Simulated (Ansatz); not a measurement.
# How CoSi2 absorbs and reflects light

Aim: the dielectric function of CoSi2, and the optical constants that follow from it. The cell comes from an older database entry, whose edges can differ from later determinations, mostly by under a per cent.

Main program and level: Ansatz 0.2.0; DFT, PBE, plane-wave PAW, default files, scalar-relativistic, independent-particle optical response without local fields.

The database entry behind the starting cell differs from other determinations of this structure, so it need not match the best structure at room temperature.

## Step 1: Starting point

Symmetry: Fm-3m, No. 225, cubic system. Conventional cell: a = 5.356 Å, b = 5.356 Å, c = 5.356 Å, α = 90.00°, β = 90.00°, γ = 90.00°. Nearest to Co lie 8 Si at 2.32 Å. Si has 4 Co at 2.32 Å nearest. Farther neighbours, and contacts between anions beyond the nearest, are not listed.

## Step 2: Ground state and bands

The self-consistent density comes first; it also tells whether there is a gap, which decides the occupations and the need for a Drude term.

This step: DFT, PBE, plane-wave PAW, default files, scalar-relativistic, ground state (Ansatz 0.2.0).

File input.yaml:

```yaml
crystal:
  lattice:
    - [0.0, 2.678, 2.678]
    - [2.678, 0.0, 2.678]
    - [2.678, 2.678, 0.0]
  atoms:
    - { symbol: Co, position: [0.0, 0.0, 0.0] }
    - { symbol: Si, position: [0.75, 0.75, 0.75] }
    - { symbol: Si, position: [0.25, 0.25, 0.25] }
kpoints:
  mp_grid: { grid: [8, 8, 8] }
  band_path:
    path:
      - [[0.0, 0.0, 0.0], [0.5, 0.0, 0.5], [0.5, 0.25, 0.75], [0.375, 0.375, 0.75], [0.0, 0.0, 0.0], [0.5, 0.5, 0.5], [0.625, 0.25, 0.625], [0.5, 0.25, 0.75], [0.5, 0.5, 0.5], [0.375, 0.375, 0.75]]
      - [[0.625, 0.25, 0.625], [0.5, 0.0, 0.5]]
    npoints: 5
scf:
  occupations: { method: fermi_dirac, width: 0.05 }
  n_extra_bands: 7
hamiltonian:
  xc: pbe
  pseudopotentials: { kind: paw }
output:
  forces: true
  stress: true
  populations: true
  write_bands: true
```

The run is started by

```sh
> ansatz run input.yaml --threads 4 --pin off --max-ram 8192MiB --backend cpu --events-out ev --progress --plain --runs-dir out
```

Output:

```text
scf.n_extra_bands = 7 over 13 filled bands (N_el = 25.0): the run solves 20 bands
Engine: ansatz 0.2.0, aarch64-unknown-linux-gnu
Pseudopotentials: kind: paw
Pseudopotential: Co, paw, valence charge 17, recommended cutoff 420 eV (normal), Co.paw.azcp
Pseudopotential: Si, paw, valence charge 4, recommended cutoff 420 eV (normal), Si.paw.azcp
Functional definition: PBE
  parameter kappa = 0.804
  parameter beta = 0.066725
  exchange = pbe_x(kappa = kappa, mu = beta*pi^2/3)
  correlation = pbe_c(beta = beta)
Crystal: 3 atoms, lattice volume = 38.412 Å³
Basis set: ecut = 420 eV, 749 PW (Γ), exchange–correlation on 54×54×54 points (8 copies of the dense FFT grid, shifted against one another)
Bands: 20, of which v1, the nominal top of the filled ones, is band 13 counted from 1 (12 counted from 0)
Symmetry: 48 space group operations
Space group: Fm-3m (ITA 225), of the structure as read, at distance tolerance 3.4e-5 Å
k-points: 29 of 512
Non-local potential: Co, projectors of the file, l = 0: 3, l = 1: 2, l = 2: 3, l = 3: 1
Non-local potential: Si, projectors of the file, l = 0: 2, l = 1: 2, l = 2: 2
PAW form: soft (Blöchl's): semilocal exchange-correlation on the pseudo side does not see the compensation charge
PAW one-centre angular grid: Co, 590 points (default); XC on 64 Gauss nodes
PAW one-centre angular grid: Si, 110 points (default); XC on 64 Gauss nodes
Initial density: superposition of atomic densities (neutral atoms: chi_scale 0, normalization atom), corrected by the library's trained network
Initial wavefunctions: pseudopotential atomic-orbital guess
Functional: x = pbe(κ = 0.804, μ = 0.219515), c = pbe(β = 0.066725)
SCF iter   1: F=—  HF=-6399.178687 eV  |F-HF|=—  |Δ(HF+E_count)|=         —  Δρ=5.38e-3  dr2=1.14e-2  ethr=1.77e-3  ⟨swp⟩=5.3  Hψ=2946  notcnv=0  defer=6
preconditioner: auto → Kerker (q_TF=auto, 2.540 Å⁻¹)  [metal: Δε(μ)=0.118 eV  Ē_g=10.141 eV  σ=0.050 eV  W_gap=0.43  n_scr=14 (ndim 8)  ℏωp=24.7 eV  f_vac=0.002  D(μ)=1.12/eV (n_scr^D=8)]
SCF iter   2: F=—  HF=-6399.178270 eV  |F-HF|=—  |Δ(HF+E_count)|=   4.16e-4  Δρ=3.12e-3  dr2=4.52e-3  ethr=4.57e-5  ⟨swp⟩=1.2  Hψ=818  notcnv=0  defer=24
SCF iter   3: F=—  HF=-6399.178223 eV  |F-HF|=—  |Δ(HF+E_count)|=   4.74e-5  Δρ=1.23e-3  dr2=3.54e-4  ethr=1.81e-5  ⟨swp⟩=2.0  Hψ=697  notcnv=0  defer=24
SCF iter   4: F=—  HF=-6399.178278 eV  |F-HF|=—  |Δ(HF+E_count)|=   5.50e-5  Δρ=1.27e-3  dr2=4.16e-4  ethr=1.41e-6  ⟨swp⟩=2.2  Hψ=708  notcnv=0  defer=24
SCF iter   5: F=—  HF=-6399.178256 eV  |F-HF|=—  |Δ(HF+E_count)|=   2.12e-5  Δρ=2.51e-4  dr2=1.68e-5  ethr=1.41e-6  ⟨swp⟩=1.1  Hψ=522  notcnv=0  defer=24
SCF iter   6: F=—  HF=-6399.178253 eV  |F-HF|=—  |Δ(HF+E_count)|=   3.94e-6  Δρ=1.53e-4  dr2=6.24e-6  ethr=6.73e-8  ⟨swp⟩=1.0  Hψ=516  notcnv=0  defer=24
SCF iter   7: F=—  HF=-6399.178253 eV  |F-HF|=—  |Δ(HF+E_count)|=   1.15e-8  Δρ=2.33e-5  dr2=1.60e-7  ethr=2.50e-8  ⟨swp⟩=2.2  Hψ=692  notcnv=0  defer=24
SCF iter   8: F=-6399.178253 eV  HF=-6399.178253 eV  |F-HF|=1.42e-8  |Δ(HF+E_count)|=   7.31e-9  Δρ=8.59e-6  dr2=1.70e-8  ethr=4.00e-10  ⟨swp⟩=8.1  Hψ=2314  notcnv=0
SCF 1 converged in 8 iterations: F = -6399.178253 eV  dr2 = 1.70e-8
  greatest PAW one-centre occupation: 1.000 electrons in one spin orbital (limit 2), on the Co atom at site 0 (counted from 0), in its partial waves of l = 0
NSCF: frozen V_eff on 52 k-points
SCF converged after 8 iterations
Free energy (F): -6399.178253 eV
Harris-Foulkes:  -6399.178253 eV  (|F-HF|=1.42e-8)
Internal energy: -6399.169691 eV  (E = F + TS)
E sigma→0 (E₀):  -6399.173972 eV
Entropy (-TS):   -0.008562 eV (-2.854 meV/atom)
Fermi energy:    12.855291 eV
--- Per-component energies (eV) ---
  E_band       = -284.001984
  E_kinetic    = 547.575396
  E_local      = -4096.335628  (includes V_loc(G=0)·N_el)
  E_nonlocal   = 501.245678
  E_hartree    = 1782.412434
  E_xc         = -274.105340
  E_vxc        = -305.263796  (∫ρ·V_xc dr)
  E_paw        = -2541.475946  (= ΣΔE_a)
  E_vpaw       = -496.037919  (= ΣTr[D̂ρ^β])
  E_aug_tail   = 0.000153  (compensation charges beyond the density's cutoff)
  E_ewald      = -2318.486437
  E_smearing   = -0.008562  (= −TS)
  E_closure    = 0.000000  (closes the sum)
  Σ components = -6399.178253   (vs F -6399.178253, Δ=0.00e0)
--- Forces (eV/Å), atoms counted from 1 ---
  atom   1  Co    -0.00000000     0.00000000     0.00000000
  atom   2  Si    -0.00000000     0.00000000     0.00000000
  atom   3  Si    -0.00000000     0.00000000     0.00000000
  max |Σ_I F_I| component: 5.55e-17 eV/Å
--- Stress (GPa, compression-positive) ---
        0.360499       0.000000      -0.000000
       -0.000000       0.360499       0.000000
       -0.000000      -0.000000       0.360499
  P = ⅓ Tr σ = 0.3605 GPa (3.605 kbar)
--- Band table (eV; the first three rows and the last of 29) ---
  k-point 0: bands = [... 9 lower, 10.9878, 13.6379, 16.3092, 16.3092, 16.3092, 16.3240, 16.3240, 16.3240, ... 3 higher]
  k-point 1: bands = [... 9 lower, 10.9215, 13.5564, 14.5703, 15.2006, 15.2006, 17.3178, 17.3178, 18.1412, ... 3 higher]
  k-point 2: bands = [... 9 lower, 10.8433, 12.0319, 14.0786, 14.0786, 15.1462, 16.8100, 16.8100, 17.4851, ... 3 higher]
  k-point 28: bands = [... 9 lower, 10.5931, 10.9451, 11.4451, 12.2189, 16.5246, 16.5246, 18.7139, 19.4950, ... 3 higher]
--- Löwdin populations: 3 sites ---
  site symbol       q [e]
     0     Co     16.7227
     1     Si      3.9669
     2     Si      3.9669
  spilling = 0.013736 (of n_electrons = 25.000000)
```

Elapsed: 1.5 s, on 4 threads of Arm Neoverse V1, shared host; peak memory 0.31 GiB.

This run has no spin polarisation, although Co can carry a moment.

Read-outs:

| Quantity | Value |
| --- | --- |
| free energy | -6399.1783 eV |
| Fermi energy | 12.86 eV |
| electrons | 25 |
| symmetry operations | 48 |
| pressure | 0.3605 GPa |
| volume | 38.41 Å³ |
| gap on the path | 0 eV |

There are states at the Fermi level within the smearing, so the occupations stay smeared and the carriers get a Drude term. The cell is left with a pressure of 0.4 GPa, as it stands unrelaxed at this level.

Electronic bands along the path, in eV, zero at the Fermi level; # counts the bands kept:

| point | #6 | #7 | #8 | #9 | #10 | #11 | #12 | #13 |
| --- | --- | --- | --- | --- | --- | --- | --- | --- |
| Γ | -1.87 | 0.78 | 3.45 | 3.45 | 3.45 | 3.47 | 3.47 | 3.47 |
| 0.40 of the way | -1.68 | 0.33 | 0.33 | 0.68 | 1.35 | 3.51 | 5.25 | 6.54 |
| X | -1.91 | -1.91 | -1.89 | -1.29 | 1.64 | 2.97 | 8.56 | 9.61 |
| 0.60 of the way | -2.00 | -1.91 | -1.44 | -0.86 | 2.32 | 4.16 | 5.64 | 8.95 |
| W | -2.26 | -1.91 | -1.41 | -0.64 | 3.67 | 3.67 | 5.86 | 6.64 |
| 0.60 of the way | -2.18 | -1.77 | -1.30 | -0.78 | 2.37 | 5.14 | 5.15 | 8.37 |
| K | -2.19 | -1.72 | -1.19 | -0.93 | 2.02 | 4.99 | 5.87 | 7.63 |
| 0.40 of the way | -2.17 | -1.57 | -0.82 | 0.68 | 2.74 | 4.03 | 4.25 | 6.68 |
| Γ | -1.87 | 0.78 | 3.45 | 3.45 | 3.45 | 3.47 | 3.47 | 3.47 |
| 0.40 of the way | -2.00 | -0.23 | 1.68 | 1.68 | 2.00 | 4.20 | 4.20 | 4.87 |
| L | -1.58 | -1.58 | -0.46 | -0.46 | 2.72 | 3.46 | 3.46 | 4.38 |
| 0.40 of the way | -1.85 | -1.69 | -0.77 | -0.55 | 2.28 | 4.07 | 4.85 | 5.97 |
| U | -2.19 | -1.72 | -1.19 | -0.93 | 2.02 | 4.99 | 5.87 | 7.63 |
| 0.40 of the way | -2.18 | -1.77 | -1.30 | -0.78 | 2.37 | 5.14 | 5.15 | 8.37 |
| W | -2.26 | -1.91 | -1.41 | -0.64 | 3.67 | 3.67 | 5.86 | 6.64 |
| 0.60 of the way | -1.89 | -1.71 | -0.85 | -0.54 | 2.48 | 3.67 | 5.68 | 6.23 |
| L | -1.58 | -1.58 | -0.46 | -0.46 | 2.72 | 3.46 | 3.46 | 4.38 |
| 0.60 of the way | -2.07 | -1.69 | -0.94 | -0.65 | 2.17 | 4.68 | 5.76 | 6.93 |
| K | -2.19 | -1.72 | -1.19 | -0.93 | 2.02 | 4.99 | 5.87 | 7.63 |
| jump to U | -2.19 | -1.72 | -1.19 | -0.93 | 2.02 | 4.99 | 5.87 | 7.63 |
| 0.40 of the way | -2.01 | -1.85 | -1.40 | -1.16 | 1.86 | 3.65 | 6.93 | 8.72 |
| X | -1.91 | -1.91 | -1.89 | -1.29 | 1.64 | 2.97 | 8.56 | 9.61 |

## Step 3: Spectrum

With the density converged, the vertical transitions are summed over the zone.

This step: DFT, PBE, plane-wave PAW, default files, scalar-relativistic, independent-particle optical response without local fields (Ansatz 0.2.0).

input.yaml, the sections that differ from step 2:

```yaml
kpoints:
  mp_grid: { grid: [10, 10, 10] }
scf:
  occupations: { method: fermi_dirac, width: 0.05 }
output:
  optics:
    e_range: [0, 14]
    de: 0.05
    sigma: 0.1
    drude_damping: 0.05
    nscf_kmesh: { grid: [14, 14, 14] }
    bands: { spectra_wanted_up_to: 14 }
# crystal, hamiltonian: as in step 2
```

Output:

```text
[...]
Crystal: 3 atoms, lattice volume = 38.412 Å³
Basis set: ecut = 420 eV, 749 PW (Γ)
Bands: 17, of which v1, the nominal top of the filled ones, is band 13 counted from 1 (12 counted from 0)
[... 1 set-up line as in the run before ...]
[...]
k-points: 47 of 1000
[...]
SCF iter   1: F=—  HF=-6399.181185 eV  |F-HF|=—  |Δ(HF+E_count)|=         —  Δρ=6.97e-3  dr2=1.82e-2  ethr=1.77e-3  ⟨swp⟩=5.5  Hψ=4179  notcnv=0
[...]
SCF iter  11: F=-6399.180029 eV  HF=-6399.180029 eV  |F-HF|=1.82e-12  |Δ(HF+E_count)|=  9.09e-13  Δρ=3.10e-8  dr2=2.17e-13  ethr=1.00e-12  ⟨swp⟩=2.4  Hψ=1637  notcnv=0
SCF 1 converged in 11 iterations: F = -6399.180029 eV  dr2 = 2.17e-13
[...]
NSCF: frozen V_eff on 104 k-points
output.optics: what the bands over the 30 summed would add to eps1, eps2 and the energy-loss function is held between a lower and an upper bound (8 Lanczos steps). eps1, eps2 and their loss function (loss_summed_bands) are given on every row as the summed bands alone make them. Along an axis, on a row where the two bounds hold the loss function to about 1 % of the greater of itself and 0.5 % of |1/eps|, its cell (loss_completed) is given, with the completed eps1 and eps2 that it is formed of (a cell that is left empty reads nan in the table and null in the record). The two bounds hold it so along every axis on all 280 rows up to 14.000 eV. [rest of the remark cut]
SCF converged after 11 iterations
Free energy (F): -6399.180029 eV
[...]
Internal energy: -6399.172730 eV  (E = F + TS)
E sigma→0 (E₀):  -6399.176379 eV
Entropy (-TS):   -0.007299 eV (-2.433 meV/atom)
Fermi energy:    12.880119 eV
[...]
--- Band table (eV; the first three rows and the last of 47) ---
  k-point 0: bands = [... 9 lower, 10.9765, 13.6417, 16.3085, 16.3085, 16.3085, 16.3177, 16.3177, 16.3177]
  k-point 1: bands = [... 9 lower, 10.9318, 13.7042, 14.7037, 15.4162, 15.4162, 17.2101, 17.2101, 18.1166]
  k-point 2: bands = [... 9 lower, 10.8496, 12.6202, 14.5291, 14.5291, 14.8572, 17.0504, 17.0504, 17.7298]
  k-point 46: bands = [... 9 lower, 10.7429, 10.9327, 11.4278, 12.1508, 15.7519, 17.4520, 17.9097, 20.4507]
```

Run time: 15 s. Hardware: 4 threads; peak memory 1 GiB; 55 s of CPU time.

Read-outs:

* main peak of the optical conductivity above 1 eV, first axis: 5.388 eV
* Drude plasma energy, first axis: 6.335 eV
* bands summed: 30
* spectra valid up to: 21.02 eV
* program's estimate of the k-sum error in Im epsilon: 0.21 %
* electrons in the f-sum: 12.60

The Im ε, any direction by photon energy; read off at these points:

photon energy (eV), Im ε, any direction and a bar:
```
     0.50         57 ##############################
     1.00          8 ####
     1.50          5 ##
     2.00          6 ###
     2.50         11 #####
     3.00         17 #########
     3.50          9 ####
     4.00         12 ######
     4.50         11 #####
     5.00         10 #####
     5.40         26 #############
     5.50         22 ###########
     6.00         20 ##########
     6.50         11 #####
     7.00          8 ####
     7.50          7 ###
     8.00          6 ###
     8.50          4 ##
     9.00          3 #
     9.50          3 #
    10.00          2 #
    10.50          2 #
    11.00          2 #
    11.50          2 #
    12.00          1 
    12.50          1 
    13.00          1 
    13.50          1 
    14.00          1
```

Table of Re ε, any direction by photon energy:

| photon energy (eV) | Re ε, any direction |
| --- | --- |
| 0.5 | -135 |
| 1.0 | -35.4 |
| 1.5 | -5.17 |
| 2.0 | 4.95 |
| 2.5 | 10.8 |
| 3.0 | 2.56 |
| 3.5 | 5.58 |
| 4.0 | 7.23 |
| 4.5 | 5.11 |
| 5.0 | 8.48 |
| 5.5 | -1.86 |
| 6.0 | -4.57 |
| 6.5 | -8.02 |
| 7.0 | -6.20 |
| 7.5 | -5.68 |
| 8.0 | -5.65 |
| 8.5 | -5.11 |
| 9.0 | -4.51 |
| 9.5 | -3.81 |
| 10.0 | -3.30 |
| 10.5 | -2.87 |
| 11.0 | -2.57 |
| 11.5 | -2.40 |
| 12.0 | -2.21 |
| 12.5 | -1.90 |
| 13.0 | -1.69 |
| 13.5 | -1.37 |
| 14.0 | -1.23 |

The loss function −Im 1/ε at q → 0, any direction has structure finer than the step of the table below, so its rows give means over 0.5 eV. Peaks (eV: height): 1.70: 0.190, 3.25: 0.102.

The loss function −Im 1/ε at q → 0, any direction by energy loss; means over each step:

energy loss (eV), loss function −Im 1/ε at q → 0, any direction and a bar:
```
      1.0      0.007 
      1.5      0.102 #########
      2.0      0.113 ##########
      2.5      0.049 ####
      3.0      0.066 ######
      3.5      0.083 #######
      4.0      0.064 #####
      4.5      0.074 ######
      5.0      0.052 ####
      5.5      0.047 ####
      6.0      0.049 ####
      6.5      0.060 #####
      7.0      0.077 #######
      7.5      0.085 #######
      8.0      0.090 ########
      8.5      0.098 #########
      9.0      0.108 ##########
      9.5      0.126 ###########
     10.0      0.145 #############
     10.5      0.167 ###############
     11.0      0.188 #################
     11.5      0.196 ##################
     12.0      0.202 ##################
     12.5      0.232 #####################
     13.0      0.247 #######################
     13.5      0.324 ##############################
```

The reflectivity at normal incidence, any direction has structure finer than the step of the table below, so its rows give means over 0.5 eV. Peaks (eV: height): 3.00: 48.5, 6.35: 64.9.

The reflectivity at normal incidence, any direction by photon energy; means over each step:

photon energy (eV), reflectivity at normal incidence, any direction (%) and a bar from the least value:
```
      1.0       92.6 ##############################
      1.5       60.9 ###############
      2.0       27.7 
      2.5       38.2 #####
      3.0       45.2 ########
      3.5       34.7 ###
      4.0       39.1 #####
      4.5       38.1 #####
      5.0       40.1 ######
      5.5       53.7 ############
      6.0       57.5 ##############
      6.5       62.4 ################
      7.0       59.2 ###############
      7.5       58.9 ##############
      8.0       60.8 ###############
      8.5       61.7 ################
      9.0       62.3 ################
      9.5       61.5 ################
     10.0       60.4 ###############
     10.5       59.0 ##############
     11.0       57.5 ##############
     11.5       58.1 ##############
     12.0       61.0 ###############
     12.5       60.1 ###############
     13.0       62.7 ################
     13.5       58.4 ##############
```

Refractive index n and extinction k against photon energy:

| photon energy (eV) | n | k |
| --- | --- | --- |
| 0.5 | 2.39 | 11.9 |
| 1.0 | 0.650 | 5.98 |
| 1.5 | 0.930 | 2.46 |
| 2.0 | 2.49 | 1.12 |
| 2.5 | 3.62 | 1.51 |
| 3.0 | 3.13 | 2.69 |
| 3.5 | 2.84 | 1.58 |
| 4.0 | 3.27 | 1.86 |
| 4.5 | 2.91 | 1.82 |
| 5.0 | 3.31 | 1.57 |
| 5.5 | 3.15 | 3.44 |
| 6.0 | 2.82 | 3.54 |
| 6.5 | 1.61 | 3.26 |
| 7.0 | 1.46 | 2.89 |
| 7.5 | 1.32 | 2.73 |
| 8.0 | 1.08 | 2.61 |
| 8.5 | 0.912 | 2.44 |
| 9.0 | 0.773 | 2.26 |
| 9.5 | 0.683 | 2.07 |
| 10.0 | 0.625 | 1.92 |
| 10.5 | 0.584 | 1.79 |
| 11.0 | 0.570 | 1.70 |
| 11.5 | 0.528 | 1.64 |
| 12.0 | 0.431 | 1.55 |
| 12.5 | 0.416 | 1.44 |
| 13.0 | 0.325 | 1.34 |
| 13.5 | 0.345 | 1.22 |
| 14.0 | 0.327 | 1.15 |

Optical constants at common wavelengths, from n + ik = √ε:

| wavelength (nm) | n | k | R (%) | 1/α |
| --- | --- | --- | --- | --- |
| 1064 | 0.55 | 4.664 | 90.9 | 18 nm |
| 800 | 1.08 | 2.222 | 53.3 | 29 nm |
| 633 | 2.35 | 1.154 | 25.1 | 44 nm |
| 532 | 3.27 | 1.220 | 33.7 | 35 nm |
| 365 | 2.68 | 1.628 | 33.8 | 18 nm |
| 248 | 3.31 | 1.570 | 37.0 | 13 nm |
| 193 | 1.69 | 3.430 | 64.4 | 4.5 nm |

In reflection the computed colour is blue: x = 0.275, y = 0.293, luminous reflectivity 32 %.

## Step 4: Results

| Property | Result |
| --- | --- |
| gap on the path | 0 eV |
| main peak of the optical conductivity above 1 eV, first axis | 5.39 eV |
| Drude plasma energy, first axis | 6.34 eV |

**Reading.** At this level (PBE, independent particles) CoSi2 is a metal with a Drude plasma energy of 6.3 eV; it reflects 32 % at 550 nm. Along x the bare Drude plasma energy is 6.3 eV; Re ε first rises through zero at 1.73 eV, far lower, because interband transitions screen the carriers. Im ε is 5.2 there, so the loss peak at that energy is weak. In reflection the computed colour is blue: x = 0.275, y = 0.293, luminous reflectivity 32 %. In the base run ε includes the program's bounded estimate of what the bands above those summed add. The carriers' damping of 0.05 eV is typed, not computed; at 0.8 eV the carriers give 23 % of Im ε, the rest is interband. The run has no spin polarisation; magnetic order or correlation, untested here, could change the spectrum. The Fermi-Dirac width of 0.05 eV acts as an electron temperature of 580 K in the carriers' term.

[Long decimals in the printed logs are rounded to 6 places.]

[Logs are printed without paths, hosts, clocks, repeated set-up lines and the standing remarks that a program may print on its own settings, such as how far it seeks lower states.]

[Hosts, paths, dates, database ids (printed as entryN), source tags and the programs' standing remarks are cut or masked in the printed files.]

[Where the starting crystal was built by hand or by swapping elements, it need not be the compound's stable phase.]

[The count of steps not shown may lack steps that the program refused or didn't finish.]
